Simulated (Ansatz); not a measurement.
**How Cu(111) screens a field**

Wanted: the response of a Cu(111) slab to a perpendicular field.

Calculated with Ansatz 0.2.0; plane-wave DFT, PBE, Ansatz PAW.

This is a report of a sequence of runs, with most program output left out.

**1. The starting structure**

The cell holds 6 atoms: 6 Cu. Cell: a = 2.553 Å, b = 2.553 Å, c = 28.421 Å, α = 90.0°, β = 90.0°, γ = 60.0°. Vacuum lies along c.

**2. Atoms held, field 0**

A sawtooth potential applies the field, turning back in the middle of the vacuum. With the dipole correction the typed value is the field outside the slab. The induced dipole is small, so the SCF threshold is tight.

Input file input.yaml:

```yaml
crystal:
  lattice:
    - [2.5526554801, 0.0, 0.0]
    - [1.27632774, 2.2106644929, 0.0]
    - [0.0, 0.0, 28.4211723589]
  atoms:
    - { symbol: Cu, position: [0.3333333333, 0.3333333333, 0.3166653327] }
    - { symbol: Cu, position: [0.6666666667, 0.6666666667, 0.3899991996] }
    - { symbol: Cu, position: [0.0, 0.0, 0.4633330665] }
    - { symbol: Cu, position: [0.3333333333, 0.3333333333, 0.5366669335] }
    - { symbol: Cu, position: [0.6666666667, 0.6666666667, 0.6100008004] }
    - { symbol: Cu, position: [0.0, 0.0, 0.6833346673] }
kpoints:
  mp_grid: { grid: [24, 24, 1] }
hamiltonian:
  xc: pbe
scf:
  occupations: { method: fermi_dirac, width: 0.1 }
  convergence: { dr2_threshold: 1.0e-10 }
efield:
  axis: 3
  dipole_correction: true
  ramp_position: 0.97
  ramp_width: 0.06
  amplitude: 0
output:
  forces: true
  write_potential: true
  write_density: true
  volumetric_format: npy
```

Started as:

```sh
$ ansatz run input.yaml --threads 4 --pin off --max-ram 6144MiB --backend cpu --events-out ev --progress --plain --runs-dir out
```

Run time: 29 s. Hardware: 4 threads of Arm Neoverse V1, shared host; peak memory 0.8 GiB.

Numbers from this step:

```
energy at zero smearing   : -39750.1049 eV
work function, upper face : 4.814 eV
dipole along the normal   : -3.78e-8 e·Å
```

Running mean over 2.084 Å of the planar mean; the ramp of the sawtooth is left out. Table of electron's electrostatic potential energy less the Fermi level by z:

| z (Å) | electron's electrostatic potential energy less the Fermi level (eV) |
| --- | --- |
| 4 | 4.81 |
| 5 | 4.81 |
| 6 | 4.76 |
| 7 | 4.13 |
| 8 | -2.71 |
| 9 | -8.50 |
| 10 | -8.77 |
| 11 | -8.85 |
| 12 | -8.84 |
| 13 | -8.84 |
| 14 | -8.84 |
| 15 | -8.84 |
| 16 | -8.84 |
| 17 | -8.85 |
| 18 | -8.81 |
| 19 | -8.70 |
| 20 | -6.57 |
| 21 | 2.58 |
| 22 | 4.66 |
| 23 | 4.80 |
| 24 | 4.81 |
| 25 | 4.81 |

The work function of the upper face is 4.81 eV.

**3. Single point, field 0.05 V/Å**

Changes to input.yaml since step 2:

```diff
@@ -24,3 +24,3 @@
   ramp_width: 0.06
-  amplitude: 0
+  amplitude: 0.05
 output:
```

Run time: 36 s. Hardware: 4 threads; peak memory 0.78 GiB.

The dipole is 0.0212 e·Å.

**4. Atoms held, field -0.05 V/Å**

Changes to input.yaml since step 3:

```diff
@@ -24,3 +24,3 @@
   ramp_width: 0.06
-  amplitude: 0.05
+  amplitude: -0.05
 output:
```

Wall time 36 s (4 threads); peak memory 0.78 GiB.

The dipole is -0.0212 e·Å.

**5. Atoms held, field 0.1 V/Å**

Changes to input.yaml since step 4:

```diff
@@ -24,3 +24,3 @@
   ramp_width: 0.06
-  amplitude: -0.05
+  amplitude: 0.1
 output:
```

Wall time 41 s (4 threads); peak memory 0.78 GiB.

The dipole is 0.0424 e·Å.

**6. Atoms held, field -0.1 V/Å**

Changes to input.yaml since step 5:

```diff
@@ -24,3 +24,3 @@
   ramp_width: 0.06
-  amplitude: 0.1
+  amplitude: -0.1
 output:
```

The job ended after 40 s (4 threads; peak memory 0.78 GiB).

The dipole is -0.0424 e·Å.

**7. Atoms held, field 0.2 V/Å**

Changes to input.yaml since step 6:

```diff
@@ -24,3 +24,3 @@
   ramp_width: 0.06
-  amplitude: -0.1
+  amplitude: 0.2
 output:
```

Run time: 41 s. Hardware: 4 threads; peak memory 0.78 GiB; 2.7 min of CPU time.

The dipole is 0.0849 e·Å.

**8. Atoms held, field -0.2 V/Å**

Changes to input.yaml since step 7:

```diff
@@ -24,3 +24,3 @@
   ramp_width: 0.06
-  amplitude: 0.2
+  amplitude: -0.2
 output:
```

Run time: 40 s. Hardware: 4 threads; peak memory 0.78 GiB.

The dipole is -0.0849 e·Å.

**9. Atoms held, field 0.4 V/Å**

Changes to input.yaml since step 8:

```diff
@@ -24,3 +24,3 @@
   ramp_width: 0.06
-  amplitude: -0.2
+  amplitude: 0.4
 output:
@@ -30 +30,2 @@
   volumetric_format: npy
+  elf: true
```

Elapsed: 38 s, on 4 threads; peak memory 0.78 GiB.

Running mean over 2.084 Å of the planar mean, with the applied field; the ramp of the sawtooth is left out. The electron's electrostatic potential energy less the Fermi level by z:

| z (Å) | electron's electrostatic potential energy less the Fermi level (eV) |
| --- | --- |
| 4 | 3.47 |
| 5 | 3.86 |
| 6 | 4.20 |
| 7 | 3.90 |
| 8 | -2.75 |
| 9 | -8.50 |
| 10 | -8.77 |
| 11 | -8.85 |
| 12 | -8.84 |
| 13 | -8.84 |
| 14 | -8.84 |
| 15 | -8.84 |
| 16 | -8.84 |
| 17 | -8.86 |
| 18 | -8.81 |
| 19 | -8.70 |
| 20 | -6.56 |
| 21 | 2.72 |
| 22 | 5.09 |
| 23 | 5.62 |
| 24 | 6.02 |
| 25 | 6.42 |

The dipole is 0.170 e·Å.

**10. The response**

This step: plane-wave DFT, PBE, Ansatz PAW; screening of a field by a metal slab (Ansatz 0.2.0).

The dipoles give the slope, and the difference of two potentials shows where the field is screened.

Numbers from this step:

```
equivalent conductor thickness p/(ε₀AE)      : 13.61 Å
distance between the outer atoms             : 10.42 Å
inner field over outer field                 : -0.001004
image plane, upper face                      : 1.594 Å
induced electrons on the upper face over ε₀E : -0.9998
image plane, lower face                      : 1.594 Å
induced electrons on the lower face over ε₀E : 0.9998
```

The dipole of the cell by applied field:

| applied field (V/Å) | dipole of the cell (e·Å) |
| --- | --- |
| -0.200 | -0.0849 |
| -0.100 | -0.0424 |
| -0.050 | -0.0212 |
| 0.000 | 0 |
| 0.050 | 0.0212 |
| 0.100 | 0.0424 |
| 0.200 | 0.0849 |
| 0.400 | 0.170 |

Local field over the applied field, running mean. From the potentials at -0.05 and 0.05 V/Å; running mean over 2.084 Å. Local field over applied field against z:

| z (Å) | local field over applied field |
| --- | --- |
| 4.5 | 0.996 |
| 5.0 | 0.989 |
| 5.5 | 0.973 |
| 6.0 | 0.936 |
| 6.5 | 0.855 |
| 7.0 | 0.704 |
| 7.5 | 0.489 |
| 8.0 | 0.272 |
| 8.5 | 0.104 |
| 9.0 | 0.00983 |
| 9.5 | -0.00881 |
| 10.0 | -8.8e-4 |
| 10.5 | 0.00219 |
| 11.0 | 1.0e-4 |
| 11.5 | -0.00228 |
| 12.0 | -6.6e-4 |
| 12.5 | 1.2e-4 |
| 13.0 | -5.6e-4 |
| 13.5 | -0.00110 |
| 14.0 | -9.7e-4 |
| 14.5 | -1.0e-3 |
| 15.0 | -0.00107 |
| 15.5 | -4.3e-4 |
| 16.0 | 1.5e-4 |
| 16.5 | -9.7e-4 |
| 17.0 | -0.00224 |
| 17.5 | 6.8e-4 |
| 18.0 | 0.00200 |
| 18.5 | -0.00180 |
| 19.0 | -0.00908 |
| 19.5 | 0.0191 |
| 20.0 | 0.126 |
| 20.5 | 0.304 |
| 21.0 | 0.525 |
| 21.5 | 0.733 |
| 22.0 | 0.871 |
| 22.5 | 0.944 |
| 23.0 | 0.977 |
| 23.5 | 0.991 |
| 24.0 | 0.997 |

Electrons, planar mean, per unit field. Induced electron density against z:

z (Å), induced electron density (e/Å³ per V/Å) and a bar from the least value:
```
        5    0.00006 ##############
        6    0.00039 ###############
        7    0.00192 ######################
        8    0.00384 ##############################
        9   -0.00040 ############
       10    0.00004 ##############
       11   -0.00010 #############
       12    0.00000 ##############
       13   -0.00002 #############
       14   -0.00001 #############
       15    0.00001 ##############
       16   -0.00006 #############
       17    0.00011 ##############
       18   -0.00034 ############
       19    0.00033 ###############
       20   -0.00164 ######
       21   -0.00313 
       22   -0.00079 ##########
       23   -0.00014 #############
       24   -0.00002 #############
```

By hand: between -0.05 and 0.05 V/Å the dipole changes by 0.04244 e·Å, a slope of 0.4244 e·Å²/V. A perfect conductor of thickness t has p = ε₀AEt, so t = 180.95 × 0.4244 / 5.643 = 13.61 Å (e/ε₀ = 180.95 V·Å, A in Å²). Less the 10.42 Å between the outer atoms, and halved, that puts each image plane 1.59 Å out.

The induced dipole is that of a conductor 13.61 Å thick.

**11. The same run with other settings**

This step: plane-wave DFT, PBE, Ansatz PAW (Ansatz 0.2.0).

A run with a changed input: it repeats the earlier run at 0.05 V/Å with efield.amplitude from 0.05 to -0.3 and efield.dipole_correction from true to false.

Changes to input.yaml since step 9:

```diff
@@ -21,6 +21,6 @@
   axis: 3
-  dipole_correction: true
+  dipole_correction: false
   ramp_position: 0.97
   ramp_width: 0.06
-  amplitude: 0.4
+  amplitude: -0.3
 output:
@@ -30,2 +30 @@
   volumetric_format: npy
-  elf: true
```

It took 40 s on 4 threads; peak memory 0.8 GiB.

| quantity | this run | earlier run | difference |
| --- | --- | --- | --- |
| dipole along the normal (e·Å) | -0.2450 | 0.02122 | -0.27 |

The applied field differs, and the slope found earlier predicts a dipole of -0.127 e·Å; this run gives -0.245 e·Å, 0.12 e·Å less.

With the dipole correction off, the periodic images add a field of their own to the typed one.

These numbers are not those of the isolated slab.

**12. Varying the input: accuracy = "high"**

Another changed input: it repeats the earlier run at 0.05 V/Å with accuracy to high.

Changes to input.yaml since step 11:

```diff
@@ -21,6 +21,6 @@
   axis: 3
-  dipole_correction: false
+  dipole_correction: true
   ramp_position: 0.97
   ramp_width: 0.06
-  amplitude: -0.3
+  amplitude: 0.05
 output:
@@ -30 +30,2 @@
   volumetric_format: npy
+accuracy: high
```

The job ended after 41 s (4 threads; peak memory 0.79 GiB).

Numbers from this step:

```
energy at zero smearing : -39750.1055 eV
dipole along the normal : 0.02122 e·Å
```

| quantity | this run | earlier run | difference |
| --- | --- | --- | --- |
| dipole along the normal (e·Å) | 0.02122 | 0.02122 | -1.5e-6 |

The dipole moves by under 0.5 % or 5e-5 e·Å. The run took 18 SCF cycles against 17.

**13. Results**

| Item | Value |
| --- | --- |
| work function | 4.81 eV |
| image plane, upper face | 1.59 Å |
| induced electrons on the upper face over ε₀E | -1.000 |
| equivalent conductor thickness p/(ε₀AE) | 13.6 Å |
| inner field over outer field | -0.00100 |

The induced charge has its centre 1.59 Å outside the outermost atoms; this is the plane from which a capacitor's gap or an image potential counts. The equivalent conductor thickness exceeds the distance between the outer atoms by 3.19 Å, about the sum of the two image-plane distances. In the middle of the slab the field is screened to under 0.5 % of its outer value. The atoms are held at bulk positions with the tabulated experimental lattice constant.

[Logs are printed without paths, hosts, clocks, repeated set-up lines and the standing remarks that a program may print on its own settings, such as how far it seeks lower states.]

[Hosts, paths, dates, database ids (printed as entryN), source tags and the programs' standing remarks are cut or masked in the printed files.]

[Maps of the electrostatic potential energy from Ansatz leave out the sawtooth potential of an applied field or a dipole correction, so their vacuum need not be flat; planar profiles and work functions include it.]
